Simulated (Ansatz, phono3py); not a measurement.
# GaP (F-43m): solver, mesh and scattering choices in phono3py

Aim: with force constants in hand, see how mesh, solver, isotopes and boundaries change the conductivity of GaP.

Measurements to reproduce:
- thermal conductivity 100 W/m/K near room temperature (given in “Combining the AFLOW GIBBS and Elastic Libraries to efficiently and robustly screen thermo-mechanical properties of solids”, 2017, arXiv:1611.05714)

Main program and level: Ansatz 0.2.0 and phono3py 4.10.0; DFT r2SCAN, scalar-relativistic, plane waves, PAW, in the first sound run; inputs show where later runs differ.

## 1. The starting structure

It takes space group F-43m (No. 216, cubic). The conventional cell has a = 5.451 Å, b = 5.451 Å, c = 5.451 Å, α = 90.00°, β = 90.00°, γ = 90.00°. Nearest to Ga lie 4 P at 2.36 Å. Nearest to P lie 4 Ga at 2.36 Å. Farther neighbours are not listed.

As a file:

```cif
data_structure
_symmetry_space_group_name_H-M 'F-43m'
_symmetry_Int_Tables_number 216
_cell_length_a 5.4514
_cell_length_b 5.4514
_cell_length_c 5.4514
_cell_angle_alpha 90.000
_cell_angle_beta 90.000
_cell_angle_gamma 90.000
_cell_volume 162.00
loop_
_atom_site_label
_atom_site_type_symbol
_atom_site_symmetry_multiplicity
_atom_site_Wyckoff_symbol
_atom_site_fract_x
_atom_site_fract_y
_atom_site_fract_z
_atom_site_occupancy
Ga1 Ga 4 a 0.00000 0.00000 0.00000 1
P1 P 4 d 0.25000 0.25000 0.75000 1
```

## 2. The earlier run that gave the force constants

input.yaml

```yaml
crystal:
  lattice:
    - [0.0, 2.7256871137, 2.7256871137]
    - [2.7256871137, 0.0, 2.7256871137]
    - [2.7256871137, 2.7256871137, 0.0]
  atoms:
    - { symbol: Ga, position: [0.0, 0.0, 0.0] }
    - { symbol: P, position: [0.25, 0.25, 0.25] }
kpoints:
  mp_grid: { grid: [6, 6, 6] }
hamiltonian:
  xc: r2scan
scf:
  occupations: { method: fixed }
output:
  eigenvalues: true
phonons:
  method: fd
  dielectric: true
  qmesh: [6, 6, 6]
  temperatures: { t_max: 1000, t_step: 50 }
  qpath:
    path:
      - [[0.0, 0.0, 0.0], [0.5, 0.0, 0.5], [0.5, 0.25, 0.75], [0.375, 0.375, 0.75], [0.0, 0.0, 0.0], [0.5, 0.5, 0.5], [0.625, 0.25, 0.625], [0.5, 0.25, 0.75], [0.5, 0.5, 0.5], [0.375, 0.375, 0.75]]
      - [[0.625, 0.25, 0.625], [0.5, 0.0, 0.5]]
    npoints: 10
  third_order: { supercell: [3, 3, 3], pair_cutoff: 4.67 }
  lattice_thermal_conductivity:
    qmesh: [19, 19, 19]
    temperatures: [100.0, 150.0, 200.0, 300.0, 400.0, 500.0, 600.0, 800.0]
    isotope_mass_variance: [{ species: Ga, variance: 0.0001971 }, { species: P, variance: 0.0 }]
```

Launch:

```sh
ansatz run input.yaml --threads 18 --pin off --max-ram 92160MiB --backend cuda --events-out ev --progress --plain --runs-dir out --max-vram 78GiB
```

Run time: 3.7 min. Hardware: 1 × NVIDIA GB200 with 18 threads of Arm Neoverse V2, shared host; peak memory 2.1 GiB; 16 min of CPU time.

This step gave:

* highest frequency: 396.6 cm⁻¹
* κ at 300 K (relaxation time): 124.1 W/m/K
* κ at 300 K (full solution): 127.2 W/m/K
* dipole term: run
* third-order blocks: 842

## 3. Relaxation-time solution

The base run: each mode relaxes on its own with natural isotopes, and rates are split into normal and umklapp parts.

This step: DFT r2SCAN, scalar-relativistic, plane waves, PAW; phono3py on Ansatz's force constants (phono3py 4.10.0).

phono3py.yaml

```yaml
phono3py:
  version: "4.10.0"
  frequency_unit_conversion_factor: 15.633302
  symmetry_tolerance: 1.00000e-05

physical_unit:
  atomic_mass: "AMU"
  length: "angstrom"

space_group:
  type: "F-43m"
  number: 216
  Hall_symbol: "F -4 2 3"

primitive_matrix:
- [  1.000000000000000,  0.000000000000000,  0.000000000000000 ]
- [  0.000000000000000,  1.000000000000000,  0.000000000000000 ]
- [  0.000000000000000,  0.000000000000000,  1.000000000000000 ]

supercell_matrix:
- [   3,   0,   0 ]
- [   0,   3,   0 ]
- [   0,   0,   3 ]

# [primitive_cell block left out]
unit_cell:
  lattice:
  - [     0.000000000000000,     2.725687113700000,     2.725687113700000 ] # a
  - [     2.725687113700000,     0.000000000000000,     2.725687113700000 ] # b
  - [     2.725687113700000,     2.725687113700000,     0.000000000000000 ] # c
  points:
  - symbol: Ga # 1
    coordinates: [  0.000000000000000,  0.000000000000000,  0.000000000000000 ]
    mass: 69.723000
    reduced_to: 1
  - symbol: P # 2
    coordinates: [  0.250000000000000,  0.250000000000000,  0.250000000000000 ]
    mass: 30.973762
    reduced_to: 2

# [supercell block left out]
phonon_supercell_matrix:
- [   6,   0,   0 ]
- [   0,   6,   0 ]
- [   0,   0,   6 ]

# [phonon_primitive_cell block left out]
# [phonon_supercell block left out]
nac:
  born_effective_charge:
  - # 1 (Ga)
    - [  2.150071499722376,  0.000000000000000,  0.000000000000000 ]
    - [  0.000000000000000,  2.150071499722376,  0.000000000000000 ]
    - [  0.000000000000000,  0.000000000000000,  2.150071499722376 ]
  - # 2 (P)
    - [ -2.150071499722376,  0.000000000000000,  0.000000000000000 ]
    - [  0.000000000000000, -2.150071499722376,  0.000000000000000 ]
    - [  0.000000000000000,  0.000000000000000, -2.150071499722376 ]
  dielectric_constant:
    - [  9.364284479545452,  0.000000000000000,  0.000000000000000 ]
    - [  0.000000000000000,  9.364284479545452,  0.000000000000000 ]
    - [  0.000000000000000,  0.000000000000000,  9.364284479545450 ]
  unit_conversion_factor: 14.399645
```

Launch:

```sh
phono3py phono3py.yaml --mesh 19 19 19 --br --isotope --nu --ts 100 150 200 300 400 500 600 800
```

The program printed:

```text
Rust backend (phonors) using rayon (8 threads).
Running in phono3py.load mode.
Spglib version 2.8.0
----------------------------- General settings -----------------------------
Run mode: conductivity-RTA
HDF5 data compression filter: gzip
Crystal structure was read from "phono3py.yaml".
Supercell (dim): [3 3 3]
Phonon supercell (dim-fc2): [6 6 6]
Primitive matrix:
  [1. 0. 0.]
  [0. 1. 0.]
  [0. 0. 1.]
Spacegroup: F-43m (216)
Use -v option to watch primitive cell, unit cell, and supercell structures.
NAC parameters were read from "phono3py.yaml".
fc3 was read from "fc3.hdf5".
fc2 was read from "fc2.hdf5".
----------------------------- Force constants ------------------------------
Max drift of fc3: 0.00030000 (xyz) 0.00030000 (xyz) 0.00030000 (xzy)
Max drift of fc2: -0.00280000 (xx) -0.00280000 (xx)
--------------------------- Calculation settings ---------------------------
Non-analytical term correction (NAC): True
NAC unit conversion factor:  14.39964
BZ integration: Tetrahedron-method
Temperature:  100.0  150.0  200.0  300.0  400.0 ... 800.0
Cutoff frequency: 0.01
Mesh sampling: [ 19 19 19 ]
Generating grid system ... [ 19 19 19 ]
fc3-r2q-transformation over three atoms: True
--------------------------- Phonon calculations ----------------------------
Use NAC by Gonze et al. (no real space sum in current implementation)
  PRB 50, 13035(R) (1994), PRB 55, 10355 (1997)
  G-cutoff distance: 1.21, Number of G-points: 307, Lambda: 0.39
Running harmonic phonon calculations...
-------------------- Lattice thermal conductivity (RTA) --------------------
Running heat capacity calculations...
Running velocity calculations...
Running isotope scattering calculations with tetrahedron method...
======================= Grid point 0 (1/220) =======================
q-point: ( 0.00  0.00  0.00)
Boundary mean free path (millimeter): 1000.000
Mass variance parameters: 1.97e-04 0.00e+00
Number of triplets: 220
Frequency     group velocity (x, y, z)     |gv|
  -0.103   (   0.000    0.000    0.000)    0.000
  -0.103   (   0.000    0.000    0.000)    0.000
  -0.103   (   0.000    0.000    0.000)    0.000
  10.791   (  -0.000   -0.000    0.000)    0.000
  10.791   (  -0.000    0.000   -0.000)    0.000
  10.791   (   0.000    0.000   -0.000)    0.000
======================= Grid point 1 (2/220) =======================
q-point: ( 0.05  0.00  0.00)
Boundary mean free path (millimeter): 1000.000
Mass variance parameters: 1.97e-04 0.00e+00
Number of triplets: 670
Frequency     group velocity (x, y, z)     |gv|
   0.550   ( -19.288   19.288   19.288)   33.408
   0.550   ( -19.288   19.288   19.288)   33.408
   1.133   ( -38.923   38.923   38.923)   67.417
  10.785   (   0.440   -0.440   -0.440)    0.762
  10.785   (   0.440   -0.440   -0.440)    0.762
  11.892   (   0.486   -0.486   -0.486)    0.841
[217 grid points left out]
======================= Grid point 1647 (220/220) =======================
q-point: (-0.26  0.47  0.21)
Boundary mean free path (millimeter): 1000.000
Mass variance parameters: 1.97e-04 0.00e+00
Number of triplets: 1810
Frequency     group velocity (x, y, z)     |gv|
   3.831   (   4.313    2.148   -0.000)    4.818
   4.465   (  -0.378    3.358   -0.000)    3.380
   6.504   (   1.329   -4.183    0.000)    4.389
   9.860   (  -1.934   -1.542    0.000)    2.473
  10.799   (   1.035    0.331   -0.000)    1.086
  11.777   (   0.277    1.145   -0.000)    1.178
=================== End of collection of collisions ===================
----------- Thermal conductivity (W/m-k) with tetrahedron method -----------
#  T(K)        xx         yy         zz         yz         xz         xy
  100.0     474.238    474.238    474.238     -0.000     -0.000      0.000
  150.0     267.515    267.515    267.515     -0.000     -0.000      0.000
  200.0     189.256    189.256    189.256     -0.000     -0.000      0.000
  300.0     122.853    122.853    122.853     -0.000     -0.000      0.000
  400.0      92.234     92.234     92.234     -0.000     -0.000      0.000
  500.0      74.208     74.208     74.208     -0.000     -0.000      0.000
  600.0      62.212     62.212     62.212     -0.000     -0.000      0.000
  800.0      47.134     47.134     47.134     -0.000     -0.000      0.000

Thermal conductivity related properties were written into
"kappa-m191919.hdf5".
Summary of calculation was written in "phono3py.yaml".
```

It took 25 s on 8 threads of Arm Neoverse V1, shared host; peak memory 0.1 GiB; 2.8 min of CPU time.

This step gave:

* κ at 300 K: 122.9 W/m/K
* κ xx, yy, zz at 300 K: 122.9, 122.9, 122.9 W/m/K
* normal share of three-phonon scattering at 300 K: 0.386

W/m/K. Kappa, by row:

```csv
T (K),xx,yy,zz,yz,xz,xy
100,474.2,474.2,474.2,0,0,0
150,267.5,267.5,267.5,0,0,0
200,189.3,189.3,189.3,0,0,0
300,122.9,122.9,122.9,0,0,0
400,92.23,92.23,92.23,0,0,0
500,74.21,74.21,74.21,0,0,0
600,62.21,62.21,62.21,0,0,0
800,47.13,47.13,47.13,0,0,0
```

Table of lattice thermal conductivity, xx by temperature:

```csv
temperature (K),"lattice thermal conductivity, xx (W/m/K)"
100,474
150,268
200,189
300,123
400,92.2
500,74.2
600,62.2
800,47.1
```

Mean scattering rate at 300 K against frequency:

```csv
frequency (THz),normal (1/ps),umklapp (1/ps)
0.25,-,-
0.74,0.00119,1.7e-4
1.24,0.00292,3.0e-4
1.74,0.0019,8.9e-4
2.23,0.00225,0.00159
2.73,0.00367,0.00495
3.22,0.00722,0.0147
3.72,0.0244,0.0474
4.22,0.0789,0.141
4.71,0.0352,0.0233
5.21,0.0491,0.042
5.70,0.0412,0.0376
6.20,0.142,0.253
6.70,0.195,0.379
7.19,0.312,0.636
7.69,0.635,0.371
8.18,-,-
8.68,-,-
9.18,-,-
9.67,0.0726,0.213
10.17,0.0906,0.206
10.66,0.195,0.337
11.16,0.0179,0.0359
11.66,0.0316,0.0346
```

The base value at 300 K is 123 W/(m K).

The lattice thermal conductivity, xx is 123 W/m/K at 300 K, going as T^-1.0 above 200 K.

## 4. Two programs, one set of constants

This step: DFT r2SCAN, scalar-relativistic, plane waves, PAW (Ansatz 0.2.0).

Ansatz's figure includes its coherence part. Comparison, by row:

```csv
T (K),Ansatz RTA (W/m/K),phono3py RTA (W/m/K),difference (%)
100,480.2,474.2,-1.25
150,270.6,267.5,-1.15
200,191.3,189.3,-1.05
300,124.1,122.9,-0.97
400,93.14,92.23,-0.98
500,74.94,74.21,-0.97
600,62.84,62.21,-1
800,47.64,47.13,-1.07
```

## 5. Without isotopes, third order supercell 3×3×3, supercell 6×6×6

Leaving out the isotope term shows how much the natural mass disorder scatters.

This step: DFT r2SCAN, scalar-relativistic, plane waves, PAW; phono3py on Ansatz's force constants (phono3py 4.10.0).

phono3py.yaml is that of step 3.

Launch:

```sh
phono3py phono3py.yaml --mesh 19 19 19 --br --ts 100 150 200 300 400 500 600 800
```

The program printed:

```text
[banner, memory and clock lines left out]
Rust backend (phonors) using rayon (8 threads).
Running in phono3py.load mode.
Spglib version 2.8.0
----------------------------- General settings -----------------------------
Run mode: conductivity-RTA
HDF5 data compression filter: gzip
Crystal structure was read from "phono3py.yaml".
Supercell (dim): [3 3 3]
Phonon supercell (dim-fc2): [6 6 6]
Primitive matrix:
  [1. 0. 0.]
  [0. 1. 0.]
  [0. 0. 1.]
Spacegroup: F-43m (216)
Use -v option to watch primitive cell, unit cell, and supercell structures.
NAC parameters were read from "phono3py.yaml".
fc3 was read from "fc3.hdf5".
fc2 was read from "fc2.hdf5".
----------------------------- Force constants ------------------------------
Max drift of fc3: 0.00030000 (xyz) 0.00030000 (xyz) 0.00030000 (xzy)
Max drift of fc2: -0.00280000 (xx) -0.00280000 (xx)
--------------------------- Calculation settings ---------------------------
Non-analytical term correction (NAC): True
NAC unit conversion factor:  14.39964
BZ integration: Tetrahedron-method
Temperature:  100.0  150.0  200.0  300.0  400.0 ... 800.0
Cutoff frequency: 0.01
Mesh sampling: [ 19 19 19 ]
Generating grid system ... [ 19 19 19 ]
fc3-r2q-transformation over three atoms: True
--------------------------- Phonon calculations ----------------------------
  PRB 50, 13035(R) (1994), PRB 55, 10355 (1997)
  G-cutoff distance: 1.21, Number of G-points: 307, Lambda: 0.39
Running harmonic phonon calculations...
-------------------- Lattice thermal conductivity (RTA) --------------------
Running heat capacity calculations...
Running velocity calculations...
======================= Grid point 0 (1/220) =======================
q-point: ( 0.00  0.00  0.00)
Boundary mean free path (millimeter): 1000.000
Number of triplets: 220
Frequency     group velocity (x, y, z)     |gv|
  -0.103   (   0.000    0.000    0.000)    0.000
  -0.103   (   0.000    0.000    0.000)    0.000
  -0.103   (   0.000    0.000    0.000)    0.000
  10.791   (  -0.000   -0.000    0.000)    0.000
  10.791   (  -0.000    0.000   -0.000)    0.000
  10.791   (   0.000    0.000   -0.000)    0.000
======================= Grid point 1 (2/220) =======================
q-point: ( 0.05  0.00  0.00)
Boundary mean free path (millimeter): 1000.000
Number of triplets: 670
Frequency     group velocity (x, y, z)     |gv|
   0.550   ( -19.288   19.288   19.288)   33.408
   0.550   ( -19.288   19.288   19.288)   33.408
   1.133   ( -38.923   38.923   38.923)   67.417
  10.785   (   0.440   -0.440   -0.440)    0.762
  10.785   (   0.440   -0.440   -0.440)    0.762
  11.892   (   0.486   -0.486   -0.486)    0.841
[217 grid points left out]
======================= Grid point 1647 (220/220) =======================
q-point: (-0.26  0.47  0.21)
Boundary mean free path (millimeter): 1000.000
Number of triplets: 1810
Frequency     group velocity (x, y, z)     |gv|
   3.831   (   4.313    2.148   -0.000)    4.818
   4.465   (  -0.378    3.358   -0.000)    3.380
   6.504   (   1.329   -4.183    0.000)    4.389
   9.860   (  -1.934   -1.542    0.000)    2.473
  10.799   (   1.035    0.331   -0.000)    1.086
  11.777   (   0.277    1.145   -0.000)    1.178
=================== End of collection of collisions ===================
----------- Thermal conductivity (W/m-k) with tetrahedron method -----------
#  T(K)        xx         yy         zz         yz         xz         xy
  100.0     709.706    709.706    709.706     -0.000     -0.000      0.000
  150.0     350.626    350.626    350.626     -0.000     -0.000      0.000
  200.0     233.205    233.205    233.205     -0.000     -0.000      0.000
  300.0     142.116    142.116    142.116     -0.000     -0.000      0.000
  400.0     103.223    103.223    103.223     -0.000     -0.000      0.000
  500.0      81.354     81.354     81.354     -0.000     -0.000      0.000
  600.0      67.246     67.246     67.246     -0.000     -0.000      0.000
  800.0      50.027     50.027     50.027     -0.000     -0.000      0.000

Thermal conductivity related properties were written into
"kappa-m191919.hdf5".
Summary of calculation was written in "phono3py.yaml".
```

Run time: 22 s. Hardware: 8 threads; peak memory 0.1 GiB; 2.5 min of CPU time.

Numbers from this step:

* κ at 300 K: 142.1 W/m/K
* κ xx, yy, zz at 300 K: 142.1, 142.1, 142.1 W/m/K

W/m/K. Kappa, by row:

```csv
T (K),xx,yy,zz,yz,xz,xy
100,709.7,709.7,709.7,0,0,0
150,350.6,350.6,350.6,0,0,0
200,233.2,233.2,233.2,0,0,0
300,142.1,142.1,142.1,0,0,0
400,103.2,103.2,103.2,0,0,0
500,81.35,81.35,81.35,0,0,0
600,67.25,67.25,67.25,0,0,0
800,50.03,50.03,50.03,0,0,0
```

κ at 300 K goes from 123 in the base run to 142 W/(m K).

## 6. Another q-mesh, third order supercell 3×3×3, supercell 6×6×6

The q-mesh of the transport sums changes, with the same scattering terms.

phono3py.yaml is that of step 5.

Launch:

```sh
phono3py phono3py.yaml --mesh 5 5 5 --br --isotope --ts 100 300 600
```

The program printed:

```text
[banner, memory and clock lines left out]
Rust backend (phonors) using rayon (8 threads).
Running in phono3py.load mode.
Spglib version 2.8.0
----------------------------- General settings -----------------------------
Run mode: conductivity-RTA
HDF5 data compression filter: gzip
Crystal structure was read from "phono3py.yaml".
Supercell (dim): [3 3 3]
Phonon supercell (dim-fc2): [6 6 6]
Primitive matrix:
  [1. 0. 0.]
  [0. 1. 0.]
  [0. 0. 1.]
Spacegroup: F-43m (216)
Use -v option to watch primitive cell, unit cell, and supercell structures.
NAC parameters were read from "phono3py.yaml".
fc3 was read from "fc3.hdf5".
fc2 was read from "fc2.hdf5".
----------------------------- Force constants ------------------------------
Max drift of fc3: 0.00030000 (xyz) 0.00030000 (xyz) 0.00030000 (xzy)
Max drift of fc2: -0.00280000 (xx) -0.00280000 (xx)
--------------------------- Calculation settings ---------------------------
Non-analytical term correction (NAC): True
NAC unit conversion factor:  14.39964
BZ integration: Tetrahedron-method
Temperature:  100.0  300.0  600.0
Cutoff frequency: 0.01
Mesh sampling: [ 5 5 5 ]
Generating grid system ... [ 5 5 5 ]
fc3-r2q-transformation over three atoms: True
--------------------------- Phonon calculations ----------------------------
  PRB 50, 13035(R) (1994), PRB 55, 10355 (1997)
  G-cutoff distance: 1.21, Number of G-points: 307, Lambda: 0.39
Running harmonic phonon calculations...
-------------------- Lattice thermal conductivity (RTA) --------------------
Running heat capacity calculations...
Running velocity calculations...
Running isotope scattering calculations with tetrahedron method...
======================= Grid point 0 (1/10) =======================
q-point: ( 0.00  0.00  0.00)
Boundary mean free path (millimeter): 1000.000
Mass variance parameters: 1.97e-04 0.00e+00
Number of triplets: 10
Frequency     group velocity (x, y, z)     |gv|
  -0.103   (   0.000    0.000    0.000)    0.000
  -0.103   (   0.000    0.000    0.000)    0.000
  -0.103   (   0.000    0.000    0.000)    0.000
  10.791   (  -0.000   -0.000    0.000)    0.000
  10.791   (  -0.000    0.000   -0.000)    0.000
  10.791   (   0.000    0.000   -0.000)    0.000
======================= Grid point 1 (2/10) =======================
q-point: ( 0.20  0.00  0.00)
Boundary mean free path (millimeter): 1000.000
Mass variance parameters: 1.97e-04 0.00e+00
Number of triplets: 19
Frequency     group velocity (x, y, z)     |gv|
   1.846   ( -11.493   11.493   11.493)   19.907
   1.846   ( -11.493   11.493   11.493)   19.907
   4.019   ( -31.822   31.822   31.822)   55.118
  10.721   (   0.760   -0.760   -0.760)    1.317
  10.721   (   0.760   -0.760   -0.760)    1.317
  11.747   (   3.510   -3.510   -3.510)    6.080
[7 grid points left out]
======================= Grid point 40 (10/10) =======================
q-point: ( 0.60  0.40  0.20)
Boundary mean free path (millimeter): 1000.000
Mass variance parameters: 1.97e-04 0.00e+00
Number of triplets: 39
Frequency     group velocity (x, y, z)     |gv|
   3.658   (   0.000    1.489    8.146)    8.281
   4.274   (  -0.000   13.804    4.468)   14.509
   6.388   (   0.000   -5.561   11.870)   13.108
  10.046   (  -0.000   -6.039   -6.877)    9.152
  10.755   (  -0.000   -0.112    2.156)    2.159
  11.724   (  -0.000    3.836    0.504)    3.869
=================== End of collection of collisions ===================
----------- Thermal conductivity (W/m-k) with tetrahedron method -----------
#  T(K)        xx         yy         zz         yz         xz         xy
  100.0     190.058    190.058    190.058     -0.000     -0.000      0.000
  300.0      64.894     64.894     64.894     -0.000     -0.000      0.000
  600.0      33.488     33.488     33.488     -0.000     -0.000      0.000

Thermal conductivity related properties were written into
"kappa-m555.hdf5".
Summary of calculation was written in "phono3py.yaml".
```

Wall time 1.9 s (8 threads); peak memory 0.1 GiB.

This step gave:

| Property | Result |
| --- | --- |
| κ at 300 K | 64.89 W/m/K |
| κ xx, yy, zz at 300 K | 64.89, 64.89, 64.89 W/m/K |

W/m/K. Kappa, by row:

```csv
T (K),xx,yy,zz,yz,xz,xy
100,190.1,190.1,190.1,0,0,0
300,64.89,64.89,64.89,0,0,0
600,33.49,33.49,33.49,0,0,0
```

This mesh is too coarse for the transport sums: κ at 300 K comes out at 64.9 against 123 W/(m K) in the base run.

(Continued in part 2 of 5.)

[Logs are printed without paths, hosts, clocks, repeated set-up lines and the standing remarks that a program may print on its own settings, such as how far it seeks lower states.]

[Hosts, paths, dates, database ids (printed as entryN), source tags and the programs' standing remarks are cut or masked in the printed files.]

[A step with changed settings may run another functional than the one named; its input shows which.]
